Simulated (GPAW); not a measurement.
Consider Ni (Nickel, Fm-3m).

```xyz
1
Lattice="0.0000 1.7619 1.7619 1.7619 0.0000 1.7619 1.7619 1.7619 0.0000" Properties=species:S:1:pos:R:3 pbc="T T T"
Ni    0.0000    0.0000    0.0000
```

Absorber: atom 1, with 12 Ni at 2.49 Å (cuboctahedral, site symmetry m-3m). Method: GPAW, RPBE, excited-electron core hole (neutral cell), 13-atom cell with 5.6 Å between holes, 7×7×7 k points, dipole transitions, Gaussian full width 1.44 eV up to 4 eV, rising linearly to 3.5 eV at 25 eV.

Question: What does the Ni K edge look like?

Main maxima up to 30 eV above the zero (height): 3.0 eV (0.80), 15.1 eV (1.63) and 24.2 eV (1.42). A K edge sees empty p states, which here mix into the lowest empty bands, so that weight starts at the zero. The total-energy difference is 8330.13 eV. The tabulated edge of the element is 8333 eV. The functional leaves an error of a few eV in such absolute values.

The Ni K spectrum (energy from the lowest empty level; intensity scaled to a mean of 1 over the first 20 eV):

| E (eV) | intensity |
| --- | --- |
| -2.0 | 0.00 |
| -1.0 | 0.02 |
| 0.0 | 0.20 |
| 1.0 | 0.52 |
| 2.0 | 0.72 |
| 3.0 | 0.80 |
| 4.0 | 0.74 |
| 5.0 | 0.59 |
| 6.0 | 0.57 |
| 7.0 | 0.71 |
| 8.0 | 0.78 |
| 9.0 | 0.81 |
| 10.0 | 0.88 |
| 11.0 | 1.01 |
| 12.0 | 1.18 |
| 13.0 | 1.35 |
| 14.0 | 1.54 |
| 15.0 | 1.63 |
| 16.0 | 1.58 |
| 17.0 | 1.44 |
| 18.0 | 1.29 |
| 19.0 | 1.16 |
| 20.0 | 1.06 |
| 21.0 | 1.05 |
| 22.0 | 1.16 |
| 23.0 | 1.32 |
| 24.0 | 1.42 |
| 25.0 | 1.38 |
| 26.0 | 1.27 |
| 27.0 | 1.17 |
| 28.0 | 1.13 |
| 29.0 | 1.12 |
| 30.0 | 1.06 |
| 31.0 | 0.97 |
| 32.0 | 0.89 |

The hole lies in one spin channel, while the script sums the empty states of both and takes the lower zero; where the two channels are split, this blurs and shifts the curve. Quadrupole 1s→3d transitions, which feed the pre-edge, are not in the dipole spectrum. The spins start ferromagnetically in a simple order, which needn't be the measured one; gap and edge can depend on it. The holes are only 5.6 Å apart, so the shape is probably not converged with cell size; no larger cell was run here. Lifetime broadening is put in by hand, and intensities beyond about 20 eV depend on it and on the partial waves. The structure is a published determination, not relaxed.

[Banner, clock and machine lines of the logs are left out without a mark of their own.]

[Logs are printed without paths, hosts, clocks, repeated set-up lines and the standing remarks that a program may print on its own settings, such as how far it seeks lower states.]

[Hosts, paths, dates, database ids (printed as entryN), source tags and the programs' standing remarks are cut or masked in the printed files.]

[Lists of maxima count a maximum above −3 eV only where it reaches 4 % of the highest in the window and stands out from its surroundings by 2 % of it (1.5 % where it reaches 55 %); shoulders and weaker maxima are passed over, and of the rest the first, up to two pre-edge ones and the few strongest are named.]
